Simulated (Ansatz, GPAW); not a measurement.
# Screening of a field by 1T-SiSTe under 2H-WSTe, AA

How does 1T-SiSTe under 2H-WSTe, AA screen a perpendicular field?

Method: Ansatz plane waves; layer without images along its normal, relaxation of atoms and in-plane cell, with D3(BJ) dispersion, in the first sound run; inputs show where later runs differ, in GPAW 26.7.0 and Ansatz 0.2.0.

## 1. The starting structure

The cell holds 6 atoms: 2 Te, 1 Si, 2 S and 1 W. Cell: a = 3.363 Å, b = 3.363 Å, c = 23.168 Å, α = 90.0°, β = 90.0°, γ = 120.0°. Regions: layer 1: 1T-SiSTe, 3 atoms (1 Te, 1 Si and 1 S); layer 2: 2H-WSTe, 3 atoms (1 Te, 1 W and 1 S). Vacuum lies along c.

## 2. Relaxation

Forces are removed first; all later runs use this geometry.

Contents of input.yaml:

```yaml
crystal:
  lattice:
    - [3.36314925, 0.0, 0.0]
    - [-1.681574625, 2.9125726872, 0.0]
    - [0.0, 0.0, 23.1684290401]
  atoms:
    - { symbol: Te, position: [0.6666666667, 0.3333333333, 0.3021352888] }
    - { symbol: Si, position: [0.0, 0.0, 0.3630091467] }
    - { symbol: S, position: [0.3333333333, 0.6666666667, 0.4016145779] }
    - { symbol: Te, position: [0.3333333333, 0.6666666667, 0.5375754579] }
    - { symbol: W, position: [0.0, 0.0, 0.6280489521] }
    - { symbol: S, position: [0.3333333333, 0.6666666667, 0.6978647112] }
  periodic: [true, true, false]
kpoints:
  mp_grid: { grid: [9, 9, 1] }
hamiltonian:
  xc: pbe
  dispersion: d3bj
scf:
  occupations: { method: fermi_dirac, width: 0.05 }
relax:
  f_tol: 0.01
  max_steps: 90
  cell: {}
```

Started as:

```
ansatz run input.yaml --threads 4 --pin off --max-ram 8192MiB --backend cpu --events-out ev --progress --plain --runs-dir out
```

Numbers of over 12 decimals in the logs are rounded to 6 here.

What it wrote:

```text
Warning: crystal.periodic: the lattice vector that does not repeat stood 0.000° off the slab's normal, 23.168 Å along it as the deck builds it. The run solves the slab on a vector along the normal, 42.137 Å long, with every atom where it was (on the deck's vector they left 14.00 Å outside them, and the widest stretch free of ions among them is 3.15 Å). A fractional position that the run reports is one of the run's ce [...]
crystal.periodic: the lattice vector that does not repeat stood 0.000° off the slab's normal, 23.168 Å along it as the deck builds it. The run solves the slab on a vector along the normal, 42.137 Å long, with every atom where it was (on the deck's vector they left 14.00 Å outside them, and the widest stretch free of ions among them is 3.15 Å). A fractional position that the run reports is one of the run's cell, which [...]
Engine: ansatz 0.2.0, x86_64-unknown-linux-gnu
Pseudopotentials: kind: paw
Pseudopotential: Te, paw, valence charge 16, recommended cutoff 420 eV (normal), Te.paw.azcp
Pseudopotential: Si, paw, valence charge 4, recommended cutoff 420 eV (normal), Si.paw.azcp
Pseudopotential: S, paw, valence charge 6, recommended cutoff 420 eV (normal), S.paw.azcp
Pseudopotential: W, paw, valence charge 14, recommended cutoff 420 eV (normal), W.paw.azcp
Functional definition: PBE
  parameter kappa = 0.804
  parameter beta = 0.066725
  exchange = pbe_x(kappa = kappa, mu = beta*pi^2/3)
  correlation = pbe_c(beta = beta)
Crystal: 6 atoms, lattice volume = 412.748 Å³
Basis set: ecut = 420 eV, 8157 PW (Γ), exchange–correlation on 48×48×576 points (8 copies of the dense FFT grid, shifted against one another)
Bands: 38, of which v1, the nominal top of the filled ones, is band 31 counted from 1 (30 counted from 0)
Symmetry: 6 space group operations
Space group: P3m1 (ITA 156), of the structure as read, at distance tolerance 7.4e-5 Å
k-points: 12 of 81 (time reversal used)
Non-local potential: Te, projectors of the file, l = 0: 2, l = 1: 2, l = 2: 2, l = 3: 2
Non-local potential: Si, projectors of the file, l = 0: 2, l = 1: 2, l = 2: 2
Non-local potential: S, projectors of the file, l = 0: 2, l = 1: 2, l = 2: 2
Non-local potential: W, projectors of the file, l = 0: 3, l = 1: 2, l = 2: 2, l = 3: 1
PAW form: soft (Blöchl's): semilocal exchange-correlation on the pseudo side does not see the compensation charge
PAW one-centre angular grid: Te, 590 points (default); XC on 64 Gauss nodes
PAW one-centre angular grid: Si, 110 points (default); XC on 64 Gauss nodes
PAW one-centre angular grid: S, 110 points (default); XC on 64 Gauss nodes
PAW one-centre angular grid: W, 590 points (default); XC on 64 Gauss nodes
Initial density: superposition of atomic densities (neutral atoms: chi_scale 0, normalization atom), corrected by the library's trained network
Initial wavefunctions: pseudopotential atomic-orbital guess
Functional: x = pbe(κ = 0.804, μ = 0.219515), c = pbe(β = 0.066725)
SCF iter   1: F=—  HF=-26785.533038 eV  |F-HF|=—  |Δ(HF+E_count)|=         —  Δρ=3.68e-3  dr2=1.79e0  ethr=1.77e-3  ⟨swp⟩=17.2  Hψ=3597  notcnv=0
preconditioner: auto → LDOS  [insulator: Δε(μ)=0.399 eV  Ē_g=8.545 eV  σ=0.050 eV  W_gap=0.53  n_scr=26 (ndim 8)  ℏωp=10.7 eV  f_vac=0.691  D(μ)=1.80/eV (n_scr^D=10)  ε∞_Penn≈2.6  β→1.0]
SCF iter   2: F=—  HF=-26792.162637 eV  |F-HF|=—  |Δ(HF+E_count)|=    6.63e0  Δρ=3.70e-2  dr2=3.43e2  ethr=1.77e-3  ⟨swp⟩=6.8  Hψ=1224  notcnv=0  defer=18  recentre
SCF iter   3: F=—  HF=-26785.507659 eV  |F-HF|=—  |Δ(HF+E_count)|=    6.65e0  Δρ=2.94e-3  dr2=1.33e0  ethr=1.77e-3  ⟨swp⟩=4.6  Hψ=1180  notcnv=0  defer=3
SCF iter   4: F=—  HF=-26785.472191 eV  |F-HF|=—  |Δ(HF+E_count)|=   3.55e-2  Δρ=2.54e-3  dr2=9.30e-1  ethr=1.77e-3  ⟨swp⟩=1.6  Hψ=602  notcnv=0  defer=3
SCF iter   5: F=—  HF=-26785.426073 eV  |F-HF|=—  |Δ(HF+E_count)|=   4.61e-2  Δρ=1.10e-3  dr2=2.76e-2  ethr=1.50e-3  ⟨swp⟩=2.2  Hψ=628  notcnv=0  defer=7
SCF iter   6: F=—  HF=-26785.434415 eV  |F-HF|=—  |Δ(HF+E_count)|=   8.34e-3  Δρ=1.27e-3  dr2=2.85e-1  ethr=4.45e-5  ⟨swp⟩=2.8  Hψ=834  notcnv=0  defer=17
SCF iter   7: F=—  HF=-26785.427974 eV  |F-HF|=—  |Δ(HF+E_count)|=   6.44e-3  Δρ=8.71e-4  dr2=1.26e-1  ethr=4.45e-5  ⟨swp⟩=2.2  Hψ=566  notcnv=0  defer=17
SCF iter   8: F=—  HF=-26785.432644 eV  |F-HF|=—  |Δ(HF+E_count)|=   4.67e-3  Δρ=9.89e-4  dr2=2.81e-1  ethr=4.45e-5  ⟨swp⟩=1.2  Hψ=562  notcnv=0  defer=17
SCF iter   9: F=—  HF=-26785.426188 eV  |F-HF|=—  |Δ(HF+E_count)|=   6.46e-3  Δρ=2.19e-4  dr2=1.20e-2  ethr=4.45e-5  ⟨swp⟩=1.7  Hψ=473  notcnv=0  defer=17
SCF iter  10: F=—  HF=-26785.426136 eV  |F-HF|=—  |Δ(HF+E_count)|=   5.18e-5  Δρ=1.26e-4  dr2=9.29e-4  ethr=1.93e-5  ⟨swp⟩=1.8  Hψ=472  notcnv=0  defer=17
SCF iter  11: F=—  HF=-26785.426454 eV  |F-HF|=—  |Δ(HF+E_count)|=   3.18e-4  Δρ=2.35e-4  dr2=1.57e-2  ethr=1.50e-6  ⟨swp⟩=2.5  Hψ=674  notcnv=0  defer=17
SCF iter  12: F=—  HF=-26785.426188 eV  |F-HF|=—  |Δ(HF+E_count)|=   2.66e-4  Δρ=3.29e-5  dr2=6.54e-5  ethr=1.50e-6  ⟨swp⟩=1.9  Hψ=468  notcnv=0  defer=17
SCF iter  13: F=—  HF=-26785.426057 eV  |F-HF|=—  |Δ(HF+E_count)|=   1.31e-4  Δρ=2.80e-5  dr2=3.58e-5  ethr=1.05e-7  ⟨swp⟩=2.5  Hψ=690  notcnv=0  defer=17
SCF iter  14: F=—  HF=-26785.426056 eV  |F-HF|=—  |Δ(HF+E_count)|=   8.01e-7  Δρ=1.93e-5  dr2=8.98e-5  ethr=5.77e-8  ⟨swp⟩=2.5  Hψ=730  notcnv=0  defer=17  recentre
SCF iter  15: F=—  HF=-26785.426055 eV  |F-HF|=—  |Δ(HF+E_count)|=   1.27e-6  Δρ=5.55e-6  dr2=6.15e-6  ethr=5.77e-8  ⟨swp⟩=1.7  Hψ=528  notcnv=0  defer=18
SCF iter  16: F=-26785.426055 eV  HF=-26785.426055 eV  |F-HF|=1.30e-9  |Δ(HF+E_count)|=   4.98e-8  Δρ=2.06e-6  dr2=2.56e-8  ethr=1.61e-10  ⟨swp⟩=6.7  Hψ=2511  notcnv=0
SCF 1 converged in 16 iterations: F = -26785.426055 eV  dr2 = 2.56e-8
  greatest PAW one-centre occupation: 1.000 electrons in one spin orbital (limit 2), on the W atom at site 4 (counted from 0), in its partial waves of l = 0
relax step   1: F+E_penalty+E_count = -26785.42605480 eV  Δ(F+E_penalty+E_count) = +0.000e0 eV  max|allowed force component| = 5.913e0 eV/Å  Δτ_max = 0.0000 Å  P = +14.765 N/m  Ω = 412.748 Å³  fix = [c, alpha, beta]  reactions: c +0.000 N/m  (16 SCF iters, dr2 threshold 1.00e-7 eV, accepted)
Crystal: 6 atoms, lattice volume = 416.142 Å³
Basis set: ecut = 420 eV, 8181 PW (Γ), exchange–correlation on 48×48×576 points (8 copies of the dense FFT grid, shifted against one another)
Initial density: handed on by an earlier stage of this run
Initial wavefunctions: those handed on with the density
iter 1 solved again at ethr=1.04e-3 eV; its pass at ethr=3.10e-3 eV (dr2=6.44e-1 eV) is discarded
[...]
SCF iter   6: F=—  HF=-26787.919196 eV  |F-HF|=—  |Δ(HF+E_count)|=   8.16e-6  Δρ=1.12e-4  dr2=1.28e-4  ethr=1.30e-6  ⟨swp⟩=3.3  Hψ=951  notcnv=0  defer=22
SCF iter   7: F=—  HF=-26787.919162 eV  |F-HF|=—  |Δ(HF+E_count)|=   3.44e-5  Δρ=4.77e-5  dr2=1.39e-5  ethr=2.07e-7  ⟨swp⟩=3.2  Hψ=966  notcnv=0  defer=22
SCF iter   8: F=—  HF=-26787.919164 eV  |F-HF|=—  |Δ(HF+E_count)|=   2.32e-6  Δρ=1.78e-5  dr2=1.91e-6  ethr=2.24e-8  ⟨swp⟩=3.3  Hψ=949  notcnv=0  defer=22
SCF iter   9: F=—  HF=-26787.919166 eV  |F-HF|=—  |Δ(HF+E_count)|=   1.29e-6  Δρ=9.13e-6  dr2=1.88e-6  ethr=9.68e-10  ⟨swp⟩=7.7  Hψ=2166  notcnv=0
SCF iter  10: F=-26787.919166 eV  HF=-26787.919166 eV  |F-HF|=5.23e-8  |Δ(HF+E_count)|=   1.41e-7  Δρ=2.55e-6  dr2=7.92e-8  ethr=9.68e-10  ⟨swp⟩=5.0  Hψ=2047  notcnv=0
SCF 3 converged in 10 iterations: F = -26787.919166 eV  dr2 = 7.92e-8
relax step   3: F+E_penalty+E_count = -26787.91916582 eV  Δ(F+E_penalty+E_count) = -6.216e-1 eV  max|allowed force component| = 7.343e-1 eV/Å  Δτ_max = 0.1941 Å  P = +4.742 N/m  Ω = 415.676 Å³  energy of the carried Pulay correction = -1.627e-4 eV  fix = [c, alpha, beta]  reactions: c +0.000 N/m  (10 SCF iters, dr2 threshold 6.00e-7 eV, accepted)
[...]
relax step   4: F+E_penalty+E_count = -26788.09417340 eV  Δ(F+E_penalty+E_count) = -1.750e-1 eV  max|allowed force component| = 1.905e-1 eV/Å  Δτ_max = 0.2000 Å  P = +2.381 N/m  Ω = 417.841 Å³  energy of the carried Pulay correction = -2.822e-4 eV  fix = [c, alpha, beta]  reactions: c +0.000 N/m  (10 SCF iters, dr2 threshold 6.00e-7 eV, accepted)
[...]
relax step   5: F+E_penalty+E_count = -26788.13323530 eV  Δ(F+E_penalty+E_count) = -3.906e-2 eV  max|allowed force component| = 1.290e-1 eV/Å  Δτ_max = 0.1031 Å  P = +0.474 N/m  Ω = 423.740 Å³  energy of the carried Pulay correction = -6.048e-4 eV  fix = [c, alpha, beta]  reactions: c +0.000 N/m  (9 SCF iters, dr2 threshold 6.00e-7 eV, accepted)
[...]
relax step   6: F+E_penalty+E_count = -26788.13965419 eV  Δ(F+E_penalty+E_count) = -6.419e-3 eV  max|allowed force component| = 1.046e-1 eV/Å  Δτ_max = 0.0843 Å  P = -0.044 N/m  Ω = 423.546 Å³  energy of the carried Pulay correction = -5.942e-4 eV  fix = [c, alpha, beta]  reactions: c -0.000 N/m  (9 SCF iters, dr2 threshold 6.00e-7 eV, accepted)
[...]
relax step   7: F+E_penalty+E_count = -26788.14050835 eV  Δ(F+E_penalty+E_count) = -8.542e-4 eV  max|allowed force component| = 8.033e-3 eV/Å  Δτ_max = 0.0158 Å  P = -0.052 N/m  Ω = 424.250 Å³  energy of the carried Pulay correction = -6.324e-4 eV  fix = [c, alpha, beta]  reactions: c -0.000 N/m  (8 SCF iters, dr2 threshold 6.00e-7 eV, accepted)
[...]
relax step   8: F+E_penalty+E_count = -26788.14053027 eV  Δ(F+E_penalty+E_count) = -2.192e-5 eV  max|allowed force component| = 9.036e-3 eV/Å  Δτ_max = 0.0026 Å  P = -0.011 N/m  Ω = 424.091 Å³  energy of the carried Pulay correction = -6.238e-4 eV  fix = [c, alpha, beta]  reactions: c -0.000 N/m  (10 SCF iters, dr2 threshold 1.81e-9 eV, accepted)
Initial wavefunctions: pseudopotential atomic-orbital guess (no wavefunctions were taken with the density)
iter 1 solved again at ethr=1.36e-7 eV; its pass at ethr=3.10e-3 eV (dr2=8.45e-5 eV) is discarded
SCF iter   1: F=—  HF=-26788.138760 eV  |F-HF|=—  |Δ(HF+E_count)|=         —  Δρ=9.82e-5  dr2=1.08e-6  ethr=1.36e-7  ⟨swp⟩=6.5  Hψ=5671  notcnv=0
preconditioner: auto → LDOS  [metal: Δε(μ)=0.021 eV  Ē_g=8.420 eV  σ=0.050 eV  W_gap=0.10  n_scr=26 (ndim 8)  ℏωp=10.5 eV  f_vac=0.668  D(μ)=2.47/eV (n_scr^D=12)  β→1.0]
SCF iter   2: F=—  HF=-26788.141137 eV  |F-HF|=—  |Δ(HF+E_count)|=   2.38e-3  Δρ=4.84e-6  dr2=5.67e-7  ethr=1.75e-9  ⟨swp⟩=4.2  Hψ=1258  notcnv=0
SCF iter   3: F=—  HF=-26788.141133 eV  |F-HF|=—  |Δ(HF+E_count)|=   4.37e-6  Δρ=7.82e-6  dr2=2.21e-6  ethr=9.15e-10  ⟨swp⟩=3.2  Hψ=879  notcnv=0  recentre
SCF iter   4: F=—  HF=-26788.141128 eV  |F-HF|=—  |Δ(HF+E_count)|=   5.22e-6  Δρ=2.65e-6  dr2=6.15e-8  ethr=9.15e-10  ⟨swp⟩=2.4  Hψ=681  notcnv=0
SCF iter   5: F=—  HF=-26788.141137 eV  |F-HF|=—  |Δ(HF+E_count)|=   9.42e-6  Δρ=4.85e-7  dr2=2.21e-9  ethr=9.92e-11  ⟨swp⟩=3.2  Hψ=786  notcnv=0
SCF iter   6: F=—  HF=-26788.141137 eV  |F-HF|=—  |Δ(HF+E_count)|=   6.03e-8  Δρ=1.94e-7  dr2=2.22e-10  ethr=3.56e-12  ⟨swp⟩=3.1  Hψ=879  notcnv=0
SCF iter   7: F=—  HF=-26788.141137 eV  |F-HF|=—  |Δ(HF+E_count)|=   4.32e-8  Δρ=8.77e-8  dr2=7.83e-11  ethr=1.00e-12  ⟨swp⟩=3.2  Hψ=919  notcnv=0
SCF iter   8: F=-26788.141137 eV  HF=-26788.141137 eV  |F-HF|=3.78e-9  |Δ(HF+E_count)|=   1.06e-8  Δρ=3.64e-8  dr2=1.00e-11  ethr=1.00e-12  ⟨swp⟩=9.5  Hψ=3256  notcnv=0
SCF 9 converged in 8 iterations: F = -26788.141137 eV  dr2 = 1.00e-11
relax step   9: F+E_penalty+E_count = -26788.14113714 eV  Δ(F+E_penalty+E_count) = -6.069e-4 eV  max|allowed force component| = 9.064e-3 eV/Å  Δτ_max = 0.0000 Å  P = -0.011 N/m  Ω = 424.091 Å³  fix = [c, alpha, beta]  reactions: c -0.000 N/m  stress off target by 1.13e-2 N/m on what of the cell is left free  SCF on the basis re-selected at this cell (its energy is not comparable with the rows above)  (8 SCF iters)
basis re-selected at this cell: Δ(F+E_penalty+E_count) = -6.069e-4 eV, ΔP = -0.000 N/m vs the last step (what re-selecting the basis moved, of the pressure what is left beyond the Pulay correction that the steps carried, after the strain that the cell walked since its last selection, with what the two solves' SCF thresholds leave and, on support functions, any second-order correction that the steps lacked; it is no m [...]
SCF converged after 8 iterations
Free energy (F): -26788.141137 eV
Harris-Foulkes:  -26788.141137 eV  (|F-HF|=3.78e-9)
Internal energy: -26788.123047 eV  (E = F + TS)
E sigma→0 (E₀):  -26788.132092 eV
Entropy (-TS):   -0.018090 eV (-3.015 meV/atom)
Fermi energy:    -4.783411 eV
--- Per-component energies (eV) ---
  E_band       = -1617.431507
  E_kinetic    = 1069.847782
  E_local      = -219471.879992  (includes V_loc(G=0)·N_el)
  E_nonlocal   = -537.511050
  E_hartree    = 109445.504856
  E_xc         = -766.590538
  E_vxc        = -671.044066  (∫ρ·V_xc dr)
  E_paw        = -19600.695257  (= ΣΔE_a)
  E_vpaw       = -897.853461  (= ΣTr[D̂ρ^β])
  E_aug_tail   = -0.000405  (compensation charges beyond the density's cutoff)
  E_ewald      = 103075.347288
  E_disp       = -2.145729  (pairwise vdW)
  E_smearing   = -0.018090  (= −TS)
  E_closure    = 0.000000  (closes the sum)
  Σ components = -26788.141137   (vs F -26788.141137, Δ=0.00e0)
--- Forces (eV/Å), atoms counted from 1 ---
  atom   1  Te     0.00000000     0.00000000    -0.00306908
  atom   2  Si     0.00000000     0.00000000     0.00906402
  atom   3  S     -0.00000000     0.00000000    -0.00608540
  atom   4  Te     0.00000000    -0.00000000    -0.00081153
  atom   5  W     -0.00000000     0.00000000     0.00133987
  atom   6  S      0.00000000     0.00000000    -0.00043735
  max |Σ_I F_I| component: 5.27e-7 eV/Å
--- 2D stress c σ (N/m, compression-positive) ---
       -0.011259       0.000000      -0.000000
        0.000000      -0.011259       0.000000
       -0.000000       0.000000      -0.000000
  P = ½ c Tr σ = -0.0113 N/m
--- Relaxed structure (8 steps of the walk, 8 accepted, 1 SCFs on fresh bases) ---
  F+E_penalty+E_count = -26788.14113714 eV   max|allowed force component| = 9.064e-3 eV/Å   (the final SCF, on the basis selected at the relaxed cell)
  cell:  # Å, volume = 424.0908 Å³
    - [3.409047, 3.3971487358015294e-18, 0]
    - [-1.704524, 2.952322, 0]
    - [0, 0, 42.136858]
  atoms:
    - { symbol: Te, position: [0.666667, 0.333333, 0.147770] }
    - { symbol: Si, position: [-2.1587669922548894e-17, -1.7475732795982988e-17, 0.190310] }
    - { symbol: S, position: [0.333333, 0.666667, 0.220130] }
    - { symbol: Te, position: [0.333333, 0.666667, 0.309594] }
    - { symbol: W, position: [-2.15876699225489e-17, -1.7475732795983006e-17, 0.354421] }
    - { symbol: S, position: [0.333333, 0.666667, 0.388936] }
```

The job ended after 38 s (4 threads of Intel Xeon Platinum 8375C at 2.90GHz (Ice Lake), shared host; peak memory 0.88 GiB; 2.4 min of CPU time).

Step by step:

```tsv
step	energy less that of the first step (eV)	largest force component (eV/Å)	volume (Å³)
1	0.0000	5.9128	412.75
2	-1.8715	2.6535	416.14
3	-2.4931	0.7343	415.68
4	-2.6681	0.1905	417.84
5	-2.7072	0.1290	423.74
6	-2.7136	0.1046	423.55
7	-2.7145	0.0080	424.25
8	-2.7145	0.0090	424.09
9*	-2.7151	0.0091	424.09
```

Relaxation steps marked * repeat the geometry before them on a plane-wave basis chosen anew for their cell, so energy and pressure can jump there.

The run keeps the 6 symmetry operations that it works with, so distortions that break them were not tested.

```tsv
cell as run	before	after	change
a (Å)	3.363	3.409	+1.4 %
b (Å)	3.363	3.409	+1.4 %
```

The atoms that moved most (Å, along periodic axes as changes of fractional coordinates times the final cell, across vacuum about the mean position):

```tsv
atom	dx	dy	dz	length
Te1	0.000	0.000	-0.773	0.773
Te4	0.000	0.000	0.591	0.591
Si2	0.000	0.000	-0.391	0.391
W5	0.000	0.000	0.383	0.383
S6	0.000	0.000	0.220	0.220
S3	0.000	0.000	-0.029	0.029
```

The relaxed structure:

```xyz
6
Lattice="3.4090 0.0000 0.0000 -1.7045 2.9523 0.0000 0.0000 0.0000 42.1369" Properties=species:S:1:pos:R:3
Te    1.7045    0.9841    6.2266
Si    0.0000    0.0000    8.0191
S     0.0000    1.9682    9.2756
Te    0.0000    1.9682   13.0453
W     0.0000    0.0000   14.9342
S     0.0000    1.9682   16.3885
```

This step gave:

| Quantity | Value |
| --- | --- |
| free energy | -26788.1411 eV |
| smearing term TS | 0.01809 eV |
| symmetry operations | 6 |

The relaxation lowered the energy of the cell by 2.72 eV.

[end of part 1 of 3]

[Logs are printed without paths, hosts, clocks, repeated set-up lines and the standing remarks that a program may print on its own settings, such as how far it seeks lower states.]

[Hosts, paths, dates, database ids (printed as entryN), source tags and the programs' standing remarks are cut or masked in the printed files.]
